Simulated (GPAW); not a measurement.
**ZnS2 (Pa-3): one start, several treatments of the self-energy**

How much does the gap of ZnS2 (Pa-3) depend on the approximation to the self-energy?

Method: LDA and many-body steps on it, plane waves, in GPAW 26.7.0.

**1. The starting structure**

It takes space group Pa-3 (No. 205, cubic). The conventional cell has a = 5.945 Å, b = 5.945 Å, c = 5.945 Å, α = 90.00°, β = 90.00°, γ = 90.00°. Zn has 6 S at 2.52 Å nearest. Nearest to S lie 1 S at 2.06 Å and 3 Zn at 2.52 Å. Farther neighbours and most contacts between anions are not listed.

As a file:

```xyz
12
Lattice="5.9454 0.0000 0.0000 0.0000 5.9454 0.0000 0.0000 0.0000 5.9454" Properties=species:S:1:pos:R:3 pbc="T T T"
Zn    2.9727    2.9727    0.0000
Zn    2.9727    0.0000    2.9727
Zn    0.0000    2.9727    2.9727
Zn    0.0000    0.0000    0.0000
S     0.5960    5.3494    2.3767
S     5.3494    2.3767    0.5960
S     2.3767    0.5960    5.3494
S     3.5687    3.5687    3.5687
S     5.3494    0.5960    3.5687
S     0.5960    3.5687    5.3494
S     3.5687    5.3494    0.5960
S     2.3767    2.3767    2.3767
```

The cell and positions are those that the Materials Project relaxed with its own functionals (PBE, PBE+U or r2SCAN), kept fixed.

**2. Empty states on the mesh, 2×2×2 mesh, 717 bands**

This step: GPAW 26.7.0; DFT, LDA, plane waves, PAW.

The sums over transitions need many empty states on a uniform mesh; this step solves for them.

Contents of run.py:

```python
import json
import numpy as np
from gpaw.mpi import world
from gpaw import GPAW

calc = GPAW('gs.gpw').fixed_density(kpts={'size': (2, 2, 2), 'gamma': True},
    parallel={'domain': 1, 'band': 1},
    txt='nscf.txt')
calc.diagonalize_full_hamiltonian(nbands=717)
calc.write('full.gpw', mode='all')
res = {}
kpts = calc.get_ibz_k_points()
res['kpts'] = kpts
res['eigenvalues'] = [calc.get_eigenvalues(kpt=k) for k in range(len(kpts))]
res['n_electrons'] = calc.get_number_of_electrons()

if world.rank == 0:
    with open('result.json', 'w') as f:
        json.dump(res, f, default=lambda x: x.tolist())
```

Command:

```sh
mpirun -n 4 gpaw python run.py
```

Numbers of over 12 decimals in the logs are rounded to 6 here.

What it wrote:

```text
Diagonalizing LCAO Hamiltonian
Converting LCAO to pw mode
convergence criteria:
- Maximum integral of absolute [eigenst]ate change: 4e-08 eV^2 / valence electron
maximum number of iterations: 100

SCF iterations
|iter     |     time |      energy | eigst |  dens |
|iter:   1|  |             | +1.61 |       |
|iter:   2|  |             | +0.68 |       |
|iter:   3|  |             | +0.27 |       |
[...]
|iter:  48|  |             | -5.49 |       |
|iter:  49|  |             | -5.59 |       |
[... further lines of this kind ...]
|iter:  91|  |             | -7.58c|       |
SCF steps: 91
  __  _  _
 | _ |_)|_||  |
 |__||  | ||/\| - 26.7.0

Input parameters:
  mode=PW(ecut=600.0),
  convergence={'density': 1e-06, 'bands': -3},
  gpts=array([35, 35, 35]),
  kpts=MonkhorstPack(size=(2, 2, 2), gamma=True),
  maxiter=100,
  nbands=60,
  occupations=Occupations(name='fermi-dirac', width=0.001, fixmagmom=False),
  parallel={'domain': 1, 'band': 1},
  xc=XC(name='LDA')
Matrix size: 7075x7075
# Writing to full.gpw (mode='all')
  [... matrices ...]

timing:  # [seconds]
  Total: 315.735  # ━━━━━━━━━━━━━━━━━━━━━━━━━━━━━━━━━━━━━━━━━━━━━━━━━━━━━━━━━
```

Run time: 6.6 min. Hardware: 4 MPI ranks of Arm Neoverse V1, shared host; peak memory 13 GiB; 26 min of CPU time.

Numbers from this step:

```
gap                                                           : 1.640 eV
k of the valence top                                          : 0, 0, 0
k of the conduction bottom                                    : 0, 0, 0
least direct gap                                              : 1.640 eV
k points computed                                             : 4
lowest point of the top converged band, above the valence top : 113.9342 eV
```

On this mesh the gap is 1.640 eV.

**3. G0W0, Godby-Needs plasmon pole**

G0W0 replaces the xc potential by the self-energy, built once from these orbitals. Only a window of levels is corrected, while the sums run over the empty bands that the input names.

This step: G0W0 on LDA, plane waves, PAW.

Contents of run.py:

```python
import json
import numpy as np
from gpaw.mpi import world
from gpaw.response.g0w0 import G0W0

gw = G0W0('full.gpw',
    filename='gw',
    kpts=[0],
    bands=(46, 50),
    ecut=78,
    nbands=328,
    integrate_gamma='WS',
    ppa=True)
gw.calculate()
res = {mode: {k: v for k, v in r.items() if k != 'sigma_eskwn'}
       for mode, r in gw.all_results.items()}

if world.rank == 0:
    with open('result.json', 'w') as f:
        json.dump(res, f, default=lambda x: x.tolist())
```

Command:

```sh
mpirun -n 8 gpaw python run.py
```

What it wrote:

```text
Using integrator: PointIntegrator
FrequencyGridDescriptor(from 0.000+0.000j to 0.000+27.211j eV, 2 points)
Nonperiodic BCs:  [False False False]
Using integrator: PointIntegrator
FrequencyGridDescriptor(from 0.000+0.000j to 0.000+27.211j eV, 2 points)
Nonperiodic BCs:  [False False False]
  ___  _ _ _
 |   || | | |
 | | || | | |
 |__ ||_____|
 |___|

BZ k-points: Symmetries present (total): 6

  [... matrices ...]
8 k-points: 2 x 2 x 2 Monkhorst-Pack grid + [1/4,1/4,1/4]
4 k-points in the irreducible part of the Brillouin zone
       k-points in crystal coordinates                weights
   0:     0.00000000    0.00000000    0.00000000          1/8
   1:     0.50000000    0.00000000    0.00000000          3/8
   2:     0.50000000    0.50000000    0.00000000          3/8
   3:     0.50000000    0.50000000    0.50000000          1/8

Distributing spins, k-points and bands (1 x 1 x 4) over 8 processes
Number of blocks: 1

Quasi particle states:
k-points (IBZ indices): [0]
Band range: (46, 50)
  [... matrices ...]
Computational parameters:
Plane wave cut-off: 78 eV
Number of bands: 328
Coulomb cutoff: None
Broadening: 0.1 eV

fxc modes: GW
Kernel: RPA
Using Godby-Needs plasmon-pole approximation:
  Fitting energy: i*E0, E0 = 1.000 Hartree
Summing all q:

Calculating screened Coulomb potential
No Coulomb truncation
FrequencyGridDescriptor(from 0.000+0.000j to 0.000+27.211j eV, 2 points)
Removing empty qpoint cache files...

Calculating chi0 body with:
    Ground state adapter containing:
    Number of spins: 1
    Number of kpoints: 8
    Number of irreducible kpoints: 4
    Number of completely occupied states: 48
    Number of partially occupied states: 48
    Occupied states memory: 31.402587890625 M / cpu

    Linear response parametrization:
    q_c: [0.0, 0.0, 0.0]
    Number of frequency points: 2
    Planewave cutoff: 78.0
    Number of bands: 328
    Number of planewaves: 341
    Broadening (eta): 1e-06
    comm.size: 8
    kncomm.size: 8
    blockcomm.size: 1

    Memory estimate of potentially large arrays:
        chi0_wGG: 3.548615 M / cpu
Integrating chi0 body.

Symmetries of q_c:
    Direct symmetries (Uq -> q): 6
    Indirect symmetries (TUq -> q): 0
In total 6 allowed symmetries.

  [... matrices ...]
4 groups of equivalent kpoints. 50.0% reduction.

Integral kind: response function
Integrating chi0 head and wings.

Symmetries of q_c:
    Direct symmetries (Uq -> q): 6
    Indirect symmetries (TUq -> q): 0
In total 6 allowed symmetries.

  [... matrices ...]
4 groups of equivalent kpoints. 50.0% reduction.

Integral kind: response function wings

Calculating chi0 body with:
    Ground state adapter containing:
    Number of spins: 1
    Number of kpoints: 8
    Number of irreducible kpoints: 4
    Number of completely occupied states: 48
    Number of partially occupied states: 48
    Occupied states memory: 31.402587890625 M / cpu

    Linear response parametrization:
[... the further q-points ...]

Results:
f:      Occupation numbers
eps:     KS-eigenvalues [eV]
vxc:     KS vxc [eV]
exx:     Exact exchange [eV]
sigma:   Self-energies [eV]
dsigma:  Self-energy derivatives
Z:       Renormalization factors
qp:      QP-energies [eV]

k-point 0 (0): (0.000, 0.000, 0.000)                GW
band       f     eps     vxc     exx   sigma  dsigma       Z      qp
                                                                   GW
  46   1.000   6.141 -19.078 -21.696   2.319  -0.280   0.781   5.908
  47   1.000   6.141 -19.078 -21.696   2.319  -0.280   0.781   5.908
  48   0.000   7.781 -13.874  -8.747  -4.024  -0.269   0.788   8.650
  49   0.000   8.284 -16.207 -10.854  -3.988  -0.257   0.795   9.370
```

Wall time 79 s (8 MPI ranks); peak memory 4.6 GiB.

Numbers from this step:

| Quantity | Value |
| --- | --- |
| G0W0 gap on the points computed | 2.742 eV |
| least direct G0W0 gap on the computed points | 2.742 eV |
| Z at the valence top | 0.7814 |
| Z at the conduction bottom | 0.7881 |
| starting gap on the mesh | 1.640 eV |
| k of the valence top | 0, 0, 0 |
| k of the conduction bottom | 0, 0, 0 |

The gap on the mesh goes from 1.64 eV to 2.74 eV, a correction of +1.10 eV.

**4. One-shot HSE06**

This step: one-shot HSE06 levels on LDA orbitals, plane waves, PAW.

Contents of run.py:

```python
import json
import numpy as np
from gpaw.mpi import world
from gpaw.hybrids.eigenvalues import non_self_consistent_eigenvalues

dft, vxc, vxc_hyb = non_self_consistent_eigenvalues('full.gpw', 'HSE06', 46, 50, kpt_indices=[0])
res = {'dft': dft[0], 'hybrid': (dft - vxc + vxc_hyb)[0]}
if world.rank == 0:
    with open('hybrid.txt', 'w') as f:
        for k, e0, e1 in zip([0], res['dft'], res['hybrid']):
            print(k, ' '.join(f'{x:9.4f}' for x in e0), '|', ' '.join(f'{x:9.4f}' for x in e1), file=f)

if world.rank == 0:
    with open('result.json', 'w') as f:
        json.dump(res, f, default=lambda x: x.tolist())
```

Command:

```sh
mpirun -n 8 gpaw python run.py
```

What it wrote:

```text
IBZ(<points: 4, symmetries: 6>)
Occupied bands: 48
Transforming wave functions from IBZ to BZ: 0.024 seconds
Distributing wave functions and iFFT-ing to real space: 0.077 seconds
Calculating eigenvalues:
  k-points: 1
  Bands: 46-49 (inclusive)
  Seconds: 0.493 (wave-function broadcasting: 0.017 seconds)
HSE06-eigenvalue shifts:
  min: -0.531 eV
  ave: 0.149 eV
  max: 0.894 eV
```

Elapsed: 4.1 s, on 8 MPI ranks; peak memory 1.4 GiB; 32 s of CPU time.

This step gave:

| Quantity | Value |
| --- | --- |
| starting gap on the mesh | 1.640 eV |
| hybrid gap on the mesh | 2.936 eV |
| least direct hybrid gap on the computed points | 2.936 eV |

**5. G0W0, extrapolated in the cutoff**

This step: G0W0 on LDA, plane waves, PAW.

Contents of run.py:

```python
import json
import numpy as np
from gpaw.mpi import world
from gpaw.response.g0w0 import G0W0

gw = G0W0('full.gpw',
    filename='gw',
    kpts=[0],
    bands=(46, 50),
    ecut=130.0,
    integrate_gamma='WS',
    ppa=True,
    ecut_extrapolation=True)
gw.calculate()
res = {mode: {k: v for k, v in r.items() if k != 'sigma_eskwn'}
       for mode, r in gw.all_results.items()}

if world.rank == 0:
    with open('result.json', 'w') as f:
        json.dump(res, f, default=lambda x: x.tolist())
```

Command:

```sh
mpirun -n 8 gpaw python run.py
```

What it wrote:

```text
Using integrator: PointIntegrator
FrequencyGridDescriptor(from 0.000+0.000j to 0.000+27.211j eV, 2 points)
Nonperiodic BCs:  [False False False]
Using integrator: PointIntegrator
FrequencyGridDescriptor(from 0.000+0.000j to 0.000+27.211j eV, 2 points)
Nonperiodic BCs:  [False False False]
  ___  _ _ _
 |   || | | |
 | | || | | |
 |__ ||_____|
 |___|

BZ k-points: Symmetries present (total): 6

  [... matrices ...]
8 k-points: 2 x 2 x 2 Monkhorst-Pack grid + [1/4,1/4,1/4]
4 k-points in the irreducible part of the Brillouin zone
       k-points in crystal coordinates                weights
   0:     0.00000000    0.00000000    0.00000000          1/8
   1:     0.50000000    0.00000000    0.00000000          3/8
   2:     0.50000000    0.50000000    0.00000000          3/8
   3:     0.50000000    0.50000000    0.50000000          1/8

Distributing spins, k-points and bands (1 x 1 x 4) over 8 processes
Number of blocks: 1

Quasi particle states:
k-points (IBZ indices): [0]
Band range: (46, 50)
  [... matrices ...]
Computational parameters:
Extrapolating to infinite plane wave cut-off using points at:
  112.031 eV
  120.183 eV
  130.000 eV
Number of bands: 707
Coulomb cutoff: None
Broadening: 0.1 eV

fxc modes: GW
Kernel: RPA
Using Godby-Needs plasmon-pole approximation:
  Fitting energy: i*E0, E0 = 1.000 Hartree
Summing all q:

Calculating screened Coulomb potential
No Coulomb truncation
FrequencyGridDescriptor(from 0.000+0.000j to 0.000+27.211j eV, 2 points)
Removing empty qpoint cache files...

Calculating chi0 body with:
    Ground state adapter containing:
    Number of spins: 1
    Number of kpoints: 8
    Number of irreducible kpoints: 4
    Number of completely occupied states: 48
    Number of partially occupied states: 48
    Occupied states memory: 31.402587890625 M / cpu

    Linear response parametrization:
    q_c: [0.0, 0.0, 0.0]
    Number of frequency points: 2
    Planewave cutoff: 130.0
    Number of bands: 707
    Number of planewaves: 739
    Broadening (eta): 1e-06
    comm.size: 8
    kncomm.size: 8
    blockcomm.size: 1

    Memory estimate of potentially large arrays:
        chi0_wGG: 16.666290 M / cpu
Integrating chi0 body.

Symmetries of q_c:
    Direct symmetries (Uq -> q): 6
    Indirect symmetries (TUq -> q): 0
In total 6 allowed symmetries.

  [... matrices ...]
4 groups of equivalent kpoints. 50.0% reduction.

Integral kind: response function
Integrating chi0 head and wings.

Symmetries of q_c:
    Direct symmetries (Uq -> q): 6
    Indirect symmetries (TUq -> q): 0
In total 6 allowed symmetries.

  [... matrices ...]
4 groups of equivalent kpoints. 50.0% reduction.

Integral kind: response function wings

Calculating chi0 body with:
    Ground state adapter containing:
    Number of spins: 1
    Number of kpoints: 8
    Number of irreducible kpoints: 4
    Number of completely occupied states: 48
    Number of partially occupied states: 48
    Occupied states memory: 31.402587890625 M / cpu

    Linear response parametrization:
[... the further q-points ...]
Extrapolating selfenergy to infinite energy cutoff:
  Performing linear fit to 3 points
  Minimum R^2 = 0.9894. (R^2 Should be close to 1)
  [... matrices ...]
Results:
f:      Occupation numbers
eps:     KS-eigenvalues [eV]
vxc:     KS vxc [eV]
exx:     Exact exchange [eV]
sigma:   Self-energies [eV]
dsigma:  Self-energy derivatives
Z:       Renormalization factors
qp:      QP-energies [eV]

k-point 0 (0): (0.000, 0.000, 0.000)                GW
band       f     eps     vxc     exx   sigma  dsigma       Z      qp
                                                                   GW
  46   1.000   6.141 -19.078 -21.696   1.740  -0.293   0.773   5.463
  47   1.000   6.141 -19.078 -21.696   1.740  -0.293   0.773   5.463
  48   0.000   7.781 -13.874  -8.747  -4.547  -0.278   0.783   8.234
  49   0.000   8.284 -16.207 -10.854  -4.705  -0.268   0.789   8.795
```

The job ended after 6.9 min (8 MPI ranks; peak memory 9.7 GiB; 55 min of CPU time).

This step gave:

```
quasiparticle gap on the points computed              : 2.771 eV
least direct quasiparticle gap on the computed points : 2.771 eV
Z at the valence top                                  : 0.7731
Z at the conduction bottom                            : 0.7827
starting gap on the mesh                              : 1.640 eV
k of the valence top                                  : 0, 0, 0
k of the conduction bottom                            : 0, 0, 0
gaps at the cutoffs of the extrapolation              : 2.748, 2.750, 2.753 eV
```

Against G0W0 in GPAW (2×2×2 mesh, 328 bands, screening to 78 eV, Godby-Needs plasmon pole), the gap moves by +0.029 eV.

**6. One-shot PBE0**

This step: one-shot PBE0 levels on LDA orbitals, plane waves, PAW.

Contents of run.py:

```python
import json
import numpy as np
from gpaw.mpi import world
from gpaw.hybrids.eigenvalues import non_self_consistent_eigenvalues

dft, vxc, vxc_hyb = non_self_consistent_eigenvalues('full.gpw', 'PBE0', 46, 50, kpt_indices=[0])
res = {'dft': dft[0], 'hybrid': (dft - vxc + vxc_hyb)[0]}
if world.rank == 0:
    with open('hybrid.txt', 'w') as f:
        for k, e0, e1 in zip([0], res['dft'], res['hybrid']):
            print(k, ' '.join(f'{x:9.4f}' for x in e0), '|', ' '.join(f'{x:9.4f}' for x in e1), file=f)

if world.rank == 0:
    with open('result.json', 'w') as f:
        json.dump(res, f, default=lambda x: x.tolist())
```

Command:

```sh
mpirun -n 8 gpaw python run.py
```

What it wrote:

```text
IBZ(<points: 4, symmetries: 6>)
Occupied bands: 48
Transforming wave functions from IBZ to BZ: 0.024 seconds
Distributing wave functions and iFFT-ing to real space: 0.076 seconds
Calculating eigenvalues:
  k-points: 1
  Bands: 46-49 (inclusive)
  Seconds: 0.521 (wave-function broadcasting: 0.017 seconds)
HSE06-eigenvalue shifts:
  min: -0.905 eV
  ave: 0.145 eV
  max: 1.280 eV
```

Elapsed: 3.6 s, on 8 MPI ranks; peak memory 0.88 GiB; 28 s of CPU time.

Numbers from this step:

- starting gap on the mesh: 1.640 eV
- hybrid gap on the mesh: 3.652 eV
- least direct hybrid gap on the computed points: 3.652 eV

**7. G0W0, full frequency, Hilbert transform**

This step: G0W0 on LDA, plane waves, PAW.

Contents of run.py:

```python
import json
import numpy as np
from gpaw.mpi import world
from gpaw.response.g0w0 import G0W0

gw = G0W0('full.gpw',
    filename='gw',
    kpts=[0],
    bands=(46, 50),
    ecut=78,
    nbands=328,
    integrate_gamma='WS',
    frequencies={'type': 'nonlinear', 'domega0': 0.1, 'omega2': 15.0},
    eta=0.1,
    nblocksmax=True)
gw.calculate()
res = {mode: {k: v for k, v in r.items() if k != 'sigma_eskwn'}
       for mode, r in gw.all_results.items()}

if world.rank == 0:
    with open('result.json', 'w') as f:
        json.dump(res, f, default=lambda x: x.tolist())
```

Command:

```sh
mpirun -n 8 gpaw python run.py
```

What it wrote:

```text
Using integrator: PointIntegrator
NonLinearFrequencyDescriptor(from 0.000 to 77.690 eV, 248 points)
Nonperiodic BCs:  [False False False]
Using integrator: PointIntegrator
NonLinearFrequencyDescriptor(from 0.000 to 77.690 eV, 248 points)
Nonperiodic BCs:  [False False False]
  ___  _ _ _
 |   || | | |
 | | || | | |
 |__ ||_____|
 |___|

BZ k-points: Symmetries present (total): 6

  [... matrices ...]
8 k-points: 2 x 2 x 2 Monkhorst-Pack grid + [1/4,1/4,1/4]
4 k-points in the irreducible part of the Brillouin zone
       k-points in crystal coordinates                weights
[...]
Results:
f:      Occupation numbers
eps:     KS-eigenvalues [eV]
vxc:     KS vxc [eV]
exx:     Exact exchange [eV]
sigma:   Self-energies [eV]
dsigma:  Self-energy derivatives
Z:       Renormalization factors
qp:      QP-energies [eV]

k-point 0 (0): (0.000, 0.000, 0.000)                GW
band       f     eps     vxc     exx   sigma  dsigma       Z      qp
                                                                   GW
  46   1.000   6.141 -19.078 -21.696   2.304  -0.310   0.763   5.902
  47   1.000   6.141 -19.078 -21.696   2.304  -0.310   0.763   5.902
  48   0.000   7.781 -13.874  -8.747  -4.007  -0.318   0.759   8.630
  49   0.000   8.284 -16.207 -10.854  -3.976  -0.305   0.766   9.340
```

Wall time 2.8 min (8 MPI ranks); peak memory 4.9 GiB.

This step gave:

```
G0W0 gap on the points computed              : 2.728 eV
least direct G0W0 gap on the computed points : 2.728 eV
starting gap on the mesh                     : 1.640 eV
k of the valence top                         : 0, 0, 0
k of the conduction bottom                   : 0, 0, 0
```

Against G0W0 in GPAW (2×2×2 mesh, 328 bands, screening to 78 eV, Godby-Needs plasmon pole), the gap moves by −0.014 eV.

**8. The runs together**

Times are wall times on 8 MPI ranks of Arm Neoverse V1, shared host, good to a factor of about two.

```
                                    run   mesh  bands  screening cutoff (eV)  DFT gap (eV)  gap on the mesh (eV)  direct (eV)     time
         G0W0, Godby-Needs plasmon pole  2×2×2    328                     78         1.640                 2.742        2.742     79 s
                         one-shot HSE06  2×2×2      -                      -         1.640                 2.936        2.936    4.1 s
       G0W0, extrapolated in the cutoff  2×2×2      -                    130         1.640                 2.771        2.771  6.9 min
                          one-shot PBE0  2×2×2      -                      -         1.640                 3.652        3.652    3.6 s
G0W0, full frequency, Hilbert transform  2×2×2    328                     78         1.640                 2.728        2.728  2.8 min
```

**9. Outcome**

* G0W0, Godby-Needs plasmon pole: 2.742 eV
* one-shot HSE06: 2.936 eV
* G0W0, extrapolated in the cutoff: 2.771 eV
* one-shot PBE0: 3.652 eV
* G0W0, full frequency, Hilbert transform: 2.728 eV
* known limits: not at the basis limit; coarse k mesh

What this shows: One-shot HSE06: +0.194 eV against G0W0, Godby-Needs plasmon pole. G0W0, extrapolated in the cutoff: +0.029 eV against G0W0, Godby-Needs plasmon pole, at other bands or cutoff, so not like for like. One-shot PBE0: +0.910 eV against G0W0, Godby-Needs plasmon pole. G0W0, full frequency, Hilbert transform: −0.014 eV against G0W0, Godby-Needs plasmon pole. One-shot hybrid levels are evaluated on the LDA orbitals. Bands and cutoff are finite, so the gap is not at the basis limit. The miss can reach some tenths of an eV and take either sign; the mesh is an error of its own. These stock PAW sets were not made for GW. In the G0W0 runs levels were corrected at 1 k point alone, so a gap called «on the mesh» is the least over those, and an edge elsewhere would be missed. A denser mesh or path gives a starting gap of 1.26 eV: the GW mesh misses a band edge, so its gaps are not the fundamental one. The 2×2×2 mesh is coarse for this cell, which bears on the long-range parts of exchange and screening.

[Paths, hosts, dates, memory and timing lines, banners, echoed tables and standing remarks are left out of the program output.]

[Logs are printed without paths, hosts, clocks, repeated set-up lines and the standing remarks that a program may print on its own settings, such as how far it seeks lower states.]

[Runs of the session that timed out or met a known fault of the program may be left out.]

[Hosts, paths, dates, database ids (printed as entryN), source tags and the programs' standing remarks are cut or masked in the printed files.]
